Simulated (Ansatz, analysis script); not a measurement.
# Fixed-spin-moment curve of a free-standing square Ir monolayer, spacing 2.904 Å

Is a free-standing square Ir monolayer, spacing 2.904 Å magnetic, nearly magnetic or plainly paramagnetic? E(M) and M(B) tell.

Program: Ansatz 0.2.0. Level of theory: PBE, PAW set soft_1. Results are calculated unless marked as measured.

## Step 1: Set-up

The cell holds 1 atom: 1 Ir. Its edges and angles: a = 2.904 Å, b = 2.904 Å, c = 14.000 Å, α = 90.0°, β = 90.0°, γ = 90.0°. An idealised lattice of chosen spacing, in vacuum. Vacuum lies along c.

Coordinates:

```cif
data_structure
_symmetry_space_group_name_H-M 'P 1'
_symmetry_Int_Tables_number 1
_cell_length_a 2.9040
_cell_length_b 2.9040
_cell_length_c 14.0000
_cell_angle_alpha 90.000
_cell_angle_beta 90.000
_cell_angle_gamma 90.000
_cell_volume 118.07
loop_
_atom_site_label
_atom_site_type_symbol
_atom_site_fract_x
_atom_site_fract_y
_atom_site_fract_z
_atom_site_occupancy
Ir1 Ir 0.00000 0.00000 0.50000 1
```

## Step 2: Starting state

First a free collinear run, to see which state the typed moments lead to.

Input file input.yaml:

```yaml
crystal:
  lattice:
    - [2.904, 0.0, 0.0]
    - [0.0, 2.904, 0.0]
    - [0.0, 0.0, 14.0]
  atoms:
    - { symbol: Ir, position: [0.0, 0.0, 0.5], spin: 1.0 }
magnetization:
  spin_polarized: true
kpoints:
  mp_grid: { grid: [10, 10, 1] }
hamiltonian:
  xc: pbe
  pseudopotentials: { kind: paw, azcp: { folder: soft_1 } }
scf:
  occupations: { method: fermi_dirac, width: 0.1 }
  max_iter: 120
  convergence: { dr2_threshold: 1.0e-08 }
  lower_state_search: "off"
```

On the command line:

```
ansatz run input.yaml --threads 2 --pin off --max-ram 5120MiB --backend cpu --events-out ev --progress --plain --runs-dir out
```

Numbers of over 12 decimals in the logs are rounded to 6 here.

What it wrote:

```text
Engine: ansatz 0.2.0, aarch64-unknown-linux-gnu
Pseudopotentials: kind: paw
Pseudopotential: Ir, paw, valence charge 17, recommended cutoff 420 eV (normal), soft_1/Ir.paw.azcp
Functional definition: PBE
  parameter kappa = 0.804
  parameter beta = 0.066725
  exchange = pbe_x(kappa = kappa, mu = beta*pi^2/3)
  correlation = pbe_c(beta = beta)
Crystal: 1 atoms, lattice volume = 118.065 Å³
Basis set: ecut = 420 eV, 2291 PW (Γ)
Bands: 13, of which v1, the nominal top of the filled ones, is band 9 counted from 1 (8 counted from 0)
Symmetry: 16 space group operations
Space group: P4/mmm (ITA 123), of the structure as read, at distance tolerance 4.9e-5 Å
Magnetic group: BNS 123.339 (UNI 999), of the structure as read, at distance tolerance 4.9e-5 Å
k-points: 21 of 100
Non-local potential: Ir, projectors of the file, l = 0: 3, l = 1: 2, l = 2: 2, l = 3: 1
PAW form: soft (Blöchl's): semilocal exchange-correlation on the pseudo side does not see the compensation charge
PAW one-centre angular grid: Ir, 590 points (default); XC on 64 Gauss nodes
Initial density: superposition of atomic densities (neutral atoms: chi_scale 0, normalization atom)
Starting moments: Σ|m| = 1 μB on 1 of 1 site
Initial wavefunctions: pseudopotential atomic-orbital guess
Functional: x = pbe(κ = 0.804, μ = 0.219515), c = pbe(β = 0.066725)
iter 1 solved again at ethr=8.59e-4 eV; its pass at ethr=3.10e-3 eV (dr2=1.46e-1 eV) is discarded
SCF iter   1: F=—  HF=-11933.231875 eV  |F-HF|=—  |Δ(HF+E_count)|=         —  Δρ=1.11e-2 (↑1.11e-2 ↓1.03e-2)  dr2=1.43e-1  dr2_m=7.38e-2  M=1.025 μB ∫|m|=1.026 μB  β_m=1.00  ethr=8.59e-4  ⟨swp⟩=1.0  Hψ=3958  notcnv=0
preconditioner: auto → LDOS  [metal: Δε(μ)=0.048 eV  Ē_g=6.835 eV  σ=0.100 eV  W_gap=0.12  n_scr=8 (ndim 8)  ℏωp=10.3 eV  f_vac=0.687  D(μ)=3.66/eV (n_scr^D=30)]
spin=Collinear: LDOS preconditioning applied to the charge; magnetization (m = ρ↑ − ρ↓) channel mixes plain (no charge-response kernel on spin).
SCF iter   2: F=—  HF=-11933.268011 eV  |F-HF|=—  |Δ(HF+E_count)|=   3.61e-2  Δρ=7.67e-3 (↑7.67e-3 ↓3.93e-3)  dr2=7.57e-2  dr2_m=2.76e-2  M=1.271 μB ∫|m|=1.276 μB  β_m=1.00  ethr=8.43e-4  ⟨swp⟩=2.4  Hψ=771  notcnv=0
SCF iter   3: F=—  HF=-11933.284024 eV  |F-HF|=—  |Δ(HF+E_count)|=   1.60e-2  Δρ=5.42e-3 (↑5.42e-3 ↓3.92e-3)  dr2=4.11e-2  dr2_m=1.84e-2  M=1.483 μB ∫|m|=1.491 μB  β_m=1.00  ethr=4.45e-4  ⟨swp⟩=2.2  Hψ=783  notcnv=0
SCF iter   4: F=—  HF=-11933.287395 eV  |F-HF|=—  |Δ(HF+E_count)|=   3.37e-3  Δρ=2.63e-3 (↑1.82e-3 ↓2.63e-3)  dr2=5.00e-3  dr2_m=3.74e-3  M=1.572 μB ∫|m|=1.583 μB  β_m=1.00  ethr=2.42e-4  ⟨swp⟩=2.1  Hψ=962  notcnv=0
SCF iter   5: F=—  HF=-11933.292719 eV  |F-HF|=—  |Δ(HF+E_count)|=   5.32e-3  Δρ=1.58e-3 (↑1.52e-3 ↓1.58e-3)  dr2=1.70e-3  dr2_m=2.10e-3  M=1.641 μB ∫|m|=1.654 μB  β_m=1.00  ethr=2.94e-5  ⟨swp⟩=2.8  Hψ=1071  notcnv=0
SCF iter   6: F=—  HF=-11933.295788 eV  |F-HF|=—  |Δ(HF+E_count)|=   3.07e-3  Δρ=9.28e-4 (↑9.28e-4 ↓6.95e-4)  dr2=5.86e-4  dr2_m=5.39e-4  M=1.672 μB ∫|m|=1.687 μB  β_m=1.00  ethr=9.98e-6  ⟨swp⟩=2.2  Hψ=879  notcnv=0
SCF iter   7: F=—  HF=-11933.297373 eV  |F-HF|=—  |Δ(HF+E_count)|=   1.58e-3  Δρ=5.99e-4 (↑3.06e-4 ↓5.99e-4)  dr2=1.80e-4  dr2_m=1.76e-4  M=1.682 μB ∫|m|=1.697 μB  β_m=0.30  ethr=3.44e-6  ⟨swp⟩=2.7  Hψ=953  notcnv=0
Mixer restart at iter 7: flushing history
spin-set hold released at iteration 7 (site moments contracting): the magnetisation degrees of freedom join the quasi-Newton model from the next iteration; the mixer history was flushed
SCF iter   8: F=—  HF=-11933.298395 eV  |F-HF|=—  |Δ(HF+E_count)|=   1.02e-3  Δρ=4.61e-4 (↑3.75e-4 ↓4.61e-4)  dr2=4.24e-5  dr2_m=1.72e-4  M=1.688 μB ∫|m|=1.703 μB  β_m=0.65  ethr=1.06e-6  ⟨swp⟩=1.6  Hψ=713  notcnv=0
SCF iter   9: F=—  HF=-11933.299665 eV  |F-HF|=—  |Δ(HF+E_count)|=   1.27e-3  Δρ=3.24e-4 (↑2.04e-4 ↓3.24e-4)  dr2=2.39e-5  dr2_m=7.27e-5  M=1.703 μB ∫|m|=1.720 μB  β_m=0.73  ethr=2.49e-7  ⟨swp⟩=2.2  Hψ=978  notcnv=0
SCF iter  10: F=—  HF=-11933.299723 eV  |F-HF|=—  |Δ(HF+E_count)|=   5.74e-5  Δρ=1.54e-4 (↑1.54e-4 ↓1.28e-4)  dr2=2.36e-6  dr2_m=2.07e-5  M=1.709 μB ∫|m|=1.726 μB  β_m=0.87  ethr=1.41e-7  ⟨swp⟩=2.1  Hψ=879  notcnv=0
SCF iter  11: F=—  HF=-11933.299747 eV  |F-HF|=—  |Δ(HF+E_count)|=   2.39e-5  Δρ=2.71e-5 (↑1.66e-5 ↓2.71e-5)  dr2=1.06e-6  dr2_m=3.26e-7  M=1.712 μB ∫|m|=1.730 μB  β_m=0.85  ethr=1.39e-8  ⟨swp⟩=2.6  Hψ=1015  notcnv=0
SCF iter  12: F=—  HF=-11933.299747 eV  |F-HF|=—  |Δ(HF+E_count)|=   2.64e-7  Δρ=9.40e-6 (↑2.78e-6 ↓9.40e-6)  dr2=7.35e-8  dr2_m=3.54e-8  M=1.713 μB ∫|m|=1.730 μB  β_m=0.92  ethr=6.22e-9  ⟨swp⟩=2.0  Hψ=800  notcnv=0
SCF iter  13: F=-11933.299747 eV  HF=-11933.299747 eV  |F-HF|=3.75e-10  |Δ(HF+E_count)|=   7.44e-8  Δρ=1.19e-6 (↑1.19e-6 ↓1.01e-6)  dr2=5.60e-9  dr2_m=5.12e-10  M=1.713 μB ∫|m|=1.731 μB  ethr=5.88e-11  ⟨swp⟩=1.4  Hψ=1668  notcnv=0
SCF 1 converged in 13 iterations: F = -11933.299747 eV  dr2 = 5.60e-9
  greatest PAW one-centre occupation: 1.000 electrons in one spin orbital (limit 2), on the Ir atom at site 0 (counted from 0), in its partial waves of l = 0
SCF converged after 13 iterations
Magnetization: 1.7131 μB (9.3565 up, 7.6435 down)
Absolute magnetization: 1.7305 μB (∫|ρ↑−ρ↓|, with the PAW one-centre terms)
Spin contamination: 0.0080 ħ² per cell (⟨S²⟩ above its minimum at these occupations)
Per-site moments (μB) at R_I (Å): [(1.549556, 1.1979)]
Free energy (F): -11933.299747 eV
Harris-Foulkes:  -11933.299747 eV  (|F-HF|=3.75e-10)
Internal energy: -11933.219774 eV  (E = F + TS)
E sigma→0 (E₀):  -11933.259760 eV
Entropy (-TS):   -0.079973 eV (-79.973 meV/atom)
Fermi energy:    -1.980799 eV
--- Per-component energies (eV) ---
  E_band       = -519.773916
  E_kinetic    = 533.573102
  E_local      = -7267.411953  (includes V_loc(G=0)·N_el)
  E_nonlocal   = 191.965535
  E_hartree    = 3276.421983
  E_xc         = -224.541985
  E_vxc        = -248.720432  (∫ρ·V_xc dr)
  E_paw        = -9265.930891  (= ΣΔE_a)
  E_vpaw       = -282.030604  (= ΣTr[D̂ρ^β])
  E_aug_tail   = 0.000357  (compensation charges beyond the density's cutoff)
  E_ewald      = 822.704078
  E_smearing   = -0.079973  (= −TS)
  E_closure    = 0.000000  (closes the sum)
  Σ components = -11933.299747   (vs F -11933.299747, Δ=0.00e0)
```

Elapsed: 1.8 s, on 2 threads of Arm Neoverse V2, shared host; peak memory 0.3 GiB.

Spin moment in the atom's sphere by atom:

```csv
atom,spin moment in the atom's sphere (μB)
Ir1,1.55
```

The run ends ferromagnetic, with a net moment of 1.71 μB a cell. With one Ir atom carrying the moment, parallel order of its images is forced by the cell, not found.

## Step 3: Denser mesh

Levels at the Fermi energy are partly filled, so moments and energy differences can hang on the k-mesh, and the state is solved again on a denser one.

input.yaml, the sections that differ from step 2:

```yaml
crystal:
  lattice:
    - [2.904, 0.0, 0.0]
    - [0.0, 2.904, 0.0]
    - [0.0, 0.0, 14.0]
  atoms:
    - { symbol: Ir, position: [0.0, 0.0, 0.5], spin: 1.55 }
kpoints:
  mp_grid: { grid: [19, 19, 1] }
basis:
  ecutwfc: 420.0
checkpoint:
  read: start
  write: ck
  compress: false
  write_wavefunctions: false
  write_every: 100000
# magnetization, hamiltonian, scf: as in step 2
```

What it wrote:

```text
[...]
Magnetization: 1.7452 μB (9.3726 up, 7.6274 down)
Absolute magnetization: 1.7599 μB (∫|ρ↑−ρ↓|, with the PAW one-centre terms)
[...]
Per-site moments (μB) at R_I (Å): [(1.576193, 1.1979)]
Free energy (F): -11933.294977 eV
[...]
Internal energy: -11933.213785 eV  (E = F + TS)
E sigma→0 (E₀):  -11933.254381 eV
Entropy (-TS):   -0.081193 eV (-81.193 meV/atom)
Fermi energy:    -1.990975 eV
[...]
[key lines of the parts left out:]
SCF converged after 8 iterations
```

Wall time 3.4 s (2 threads); peak memory 0.4 GiB.

Spin moment in the atom's sphere by atom:

```csv
atom,spin moment in the atom's sphere (μB)
Ir1,1.58
```

The run ends ferromagnetic, with a net moment of 1.75 μB a cell, against 1.71 μB on the first mesh.

## Step 4: Without spin

The state without spin is the zero of E(M).

input.yaml, the sections that differ from step 3:

```yaml
crystal:
  lattice:
    - [2.904, 0.0, 0.0]
    - [0.0, 2.904, 0.0]
    - [0.0, 0.0, 14.0]
  atoms:
    - { symbol: Ir, position: [0.0, 0.0, 0.5] }
scf:
  occupations: { method: fermi_dirac, width: 0.1 }
  max_iter: 120
  convergence: { dr2_threshold: 1.0e-08 }
# kpoints, hamiltonian, basis: as in step 3
# magnetization: removed
# checkpoint: removed
```

On the command line:

```
ansatz run input.yaml --threads 1 --pin off --max-ram 2560MiB --backend cpu --events-out ev --progress --plain --runs-dir out
```

What it wrote:

```text
[...]
Crystal: 1 atoms, lattice volume = 118.065 Å³
Basis set: ecut = 420 eV, 2291 PW (Γ)
Bands: 13, of which v1, the nominal top of the filled ones, is band 9 counted from 1 (8 counted from 0)
Symmetry: 16 space group operations
[...]
k-points: 55 of 361
[...]
SCF iter   8: F=-11933.192953 eV  HF=-11933.192953 eV  |F-HF|=7.35e-10  |Δ(HF+E_count)|=   1.25e-8  Δρ=1.38e-6  dr2=1.60e-9  ethr=5.88e-11  ⟨swp⟩=2.4  Hψ=1454  notcnv=0
SCF 1 converged in 8 iterations: F = -11933.192953 eV  dr2 = 1.60e-9
[...]
SCF converged after 8 iterations
Free energy (F): -11933.192953 eV
[...]
Internal energy: -11933.056076 eV  (E = F + TS)
E sigma→0 (E₀):  -11933.124515 eV
Entropy (-TS):   -0.136877 eV (-136.877 meV/atom)
Fermi energy:    -2.370030 eV
[...]
```

Run time: 2.7 s. Hardware: 1 thread; peak memory 0.34 GiB.

The free collinear run lies 102 meV below it.

## Step 5: Without spin, levels printed

input.yaml: that of step 4 with these lines changed.

```diff
@@ -18 +18,3 @@
   ecutwfc: 420.0
+output:
+  eigenvalues: true
```

What it wrote:

```text
[...]
Crystal: 1 atoms, lattice volume = 118.065 Å³
Basis set: ecut = 420 eV, 2291 PW (Γ)
Bands: 13, of which v1, the nominal top of the filled ones, is band 9 counted from 1 (8 counted from 0)
Symmetry: 16 space group operations
[...]
k-points: 55 of 361
[...]
Fermi energy:    -2.370030 eV
[...]
--- Band table (eV; the first three rows and the last of 55) ---
  k-point 0: bands = [... 5 lower, -5.5483, -3.3930, -2.1011, -2.1011, -1.5577, 0.0380, 3.4199, 4.4734]
  k-point 1: bands = [... 5 lower, -5.5082, -3.3762, -2.2139, -2.0957, -1.6017, 0.1624, 3.4670, 4.5296]
  k-point 2: bands = [... 5 lower, -5.3801, -3.3269, -2.4919, -2.0802, -1.7264, 0.4795, 3.6083, 4.6962]
  k-point 54: bands = [... 5 lower, -3.7589, -3.7508, -2.2650, -0.5186, 3.2564, 3.7684, 5.9823, 8.2991]
[key lines of the parts left out:]
SCF converged after 8 iterations
Free energy (F): -11933.192953 eV
```

Run time: 2.9 s. Hardware: 1 thread; peak memory 0.34 GiB.

## Step 6: Total moment fixed at 0.206 μB

Two Fermi levels, one a spin, hold the total moment exactly, which reaches states that a free run would leave.

input.yaml, the sections that differ from step 5:

```yaml
crystal:
  lattice:
    - [2.904, 0.0, 0.0]
    - [0.0, 2.904, 0.0]
    - [0.0, 0.0, 14.0]
  atoms:
    - { symbol: Ir, position: [0.0, 0.0, 0.5], spin: 0.206 }
magnetization:
  spin_polarized: true
  initial_magnetization: 0.206
  spin_locking: { lock_magnetization: hard }
scf:
  occupations: { method: fermi_dirac, width: 0.1 }
  max_iter: 120
  convergence: { dr2_threshold: 1.0e-08 }
  lower_state_search: "off"
# kpoints, hamiltonian, basis: as in step 5
# output: removed
```

What it wrote:

```text
[...]
Crystal: 1 atoms, lattice volume = 118.065 Å³
Basis set: ecut = 420 eV, 2291 PW (Γ)
Bands: 13, of which v1, the nominal top of the filled ones, is band 9 counted from 1 (8 counted from 0)
Symmetry: 16 space group operations
[...]
k-points: 55 of 361
[...]
Starting moments: Σ|m| = 0.206 μB on 1 of 1 site
[...]
SCF iter  12: F=-11933.195889 eV  HF=-11933.195889 eV  |F-HF|=4.00e-11  |Δ(HF+E_count)|=  1.40e-10  Δρ=1.06e-7 (↑1.06e-7 ↓6.14e-8)  dr2=1.12e-11  dr2_m=5.03e-12  M=0.206 μB ∫|m|=0.213 μB  ethr=5.17e-12  ⟨swp⟩=1.0  Hψ=4154  notcnv=0
SCF 1 converged in 12 iterations: F = -11933.195889 eV  dr2 = 1.12e-11
[...]
SCF converged after 12 iterations
Stability checked in part: among states of this total moment the steps that led to this state did not find it unstable. No probe was made; neither looks for a lower state of another moment (fixed_total_moment; see scf.lower_state_search)
Magnetization: 0.2060 μB (8.6030 up, 8.3970 down)
Absolute magnetization: 0.2131 μB (∫|ρ↑−ρ↓|, with the PAW one-centre terms)
[...]
Per-site moments (μB) at R_I (Å): [(0.180624, 1.1979)]
Free energy (F): -11933.195889 eV
[...]
Internal energy: -11933.060775 eV  (E = F + TS)
E sigma→0 (E₀):  -11933.128332 eV
Entropy (-TS):   -0.135115 eV (-135.115 meV/atom)
Fermi energy:    -2.354210 (↑ -2.381000, ↓ -2.327419) eV
[...]
```

It took 7.7 s on 1 thread; peak memory 0.38 GiB.

The energy is -2.94 meV from the state without spin, and the largest site carries 0.181 μB.

## Step 7: Total moment fixed at 0.412 μB

input.yaml, the sections that differ from step 6:

```yaml
crystal:
  lattice:
    - [2.904, 0.0, 0.0]
    - [0.0, 2.904, 0.0]
    - [0.0, 0.0, 14.0]
  atoms:
    - { symbol: Ir, position: [0.0, 0.0, 0.5], spin: 0.412 }
magnetization:
  spin_polarized: true
  initial_magnetization: 0.412
  spin_locking: { lock_magnetization: hard }
# kpoints, hamiltonian, scf, basis: as in step 6
```

What it wrote:

```text
[...]
Crystal: 1 atoms, lattice volume = 118.065 Å³
Basis set: ecut = 420 eV, 2291 PW (Γ)
Bands: 13, of which v1, the nominal top of the filled ones, is band 9 counted from 1 (8 counted from 0)
Symmetry: 16 space group operations
[...]
k-points: 55 of 361
[...]
Starting moments: Σ|m| = 0.412 μB on 1 of 1 site
[...]
SCF iter  11: F=-11933.203360 eV  HF=-11933.203360 eV  |F-HF|=1.04e-9  |Δ(HF+E_count)|=   4.40e-9  Δρ=8.90e-7 (↑6.96e-7 ↓8.90e-7)  dr2=1.72e-9  dr2_m=5.59e-11  M=0.412 μB ∫|m|=0.421 μB  ethr=1.23e-11  ⟨swp⟩=1.0  Hψ=4405  notcnv=0
SCF 1 converged in 11 iterations: F = -11933.203360 eV  dr2 = 1.72e-9
[...]
SCF converged after 11 iterations
[...]
Magnetization: 0.4120 μB (8.7060 up, 8.2940 down)
Absolute magnetization: 0.4209 μB (∫|ρ↑−ρ↓|, with the PAW one-centre terms)
[...]
Per-site moments (μB) at R_I (Å): [(0.365773, 1.1979)]
Free energy (F): -11933.203360 eV
[...]
Internal energy: -11933.070318 eV  (E = F + TS)
E sigma→0 (E₀):  -11933.136839 eV
Entropy (-TS):   -0.133042 eV (-133.042 meV/atom)
Fermi energy:    -2.325501 (↑ -2.370324, ↓ -2.280677) eV
[...]
```

The job ended after 6.8 s (1 thread; peak memory 0.38 GiB).

The energy is -10.4 meV from the state without spin, and the largest site carries 0.366 μB.

## Step 8: Total moment fixed at 1.444 μB

input.yaml, the sections that differ from step 7:

```yaml
crystal:
  lattice:
    - [2.904, 0.0, 0.0]
    - [0.0, 2.904, 0.0]
    - [0.0, 0.0, 14.0]
  atoms:
    - { symbol: Ir, position: [0.0, 0.0, 0.5], spin: 1.444 }
magnetization:
  spin_polarized: true
  initial_magnetization: 1.444
  spin_locking: { lock_magnetization: hard }
# kpoints, hamiltonian, scf, basis: as in step 7
```

What it wrote:

```text
[...]
Crystal: 1 atoms, lattice volume = 118.065 Å³
Basis set: ecut = 420 eV, 2291 PW (Γ)
Bands: 14, of which v1, the nominal top of the filled ones, is band 9 counted from 1 (8 counted from 0)
Symmetry: 16 space group operations
[...]
k-points: 55 of 361
[...]
Starting moments: Σ|m| = 1.444 μB on 1 of 1 site
[...]
SCF iter   9: F=-11933.279876 eV  HF=-11933.279876 eV  |F-HF|=4.37e-11  |Δ(HF+E_count)|=   3.27e-9  Δρ=4.88e-7 (↑6.85e-8 ↓4.88e-7)  dr2=1.77e-10  dr2_m=7.04e-11  M=1.444 μB ∫|m|=1.459 μB  ethr=3.02e-11  ⟨swp⟩=1.0  Hψ=4254  notcnv=0
SCF 1 converged in 9 iterations: F = -11933.279876 eV  dr2 = 1.77e-10
[...]
SCF converged after 9 iterations
[...]
Magnetization: 1.4440 μB (9.2220 up, 7.7780 down)
Absolute magnetization: 1.4590 μB (∫|ρ↑−ρ↓|, with the PAW one-centre terms)
[...]
Per-site moments (μB) at R_I (Å): [(1.306399, 1.1979)]
Free energy (F): -11933.279876 eV
[...]
Internal energy: -11933.177655 eV  (E = F + TS)
E sigma→0 (E₀):  -11933.228766 eV
Entropy (-TS):   -0.102221 eV (-102.221 meV/atom)
Fermi energy:    -2.114028 (↑ -2.193721, ↓ -2.034335) eV
[...]
```

Wall time 6.1 s (1 thread); peak memory 0.39 GiB.

The energy is -86.9 meV from the state without spin, and the largest site carries 1.31 μB.

(Part 1 of 2 ends here.)

[Logs and program files are shortened in this print: banners, set-up blocks, solver, clock and traceback lines can be left out without a mark of their own.]

[Logs are printed without paths, hosts, clocks, repeated set-up lines and the standing remarks that a program may print on its own settings, such as how far it seeks lower states.]

[Hosts, paths, dates, database ids (printed as entryN), source tags and the programs' standing remarks are cut or masked in the printed files.]
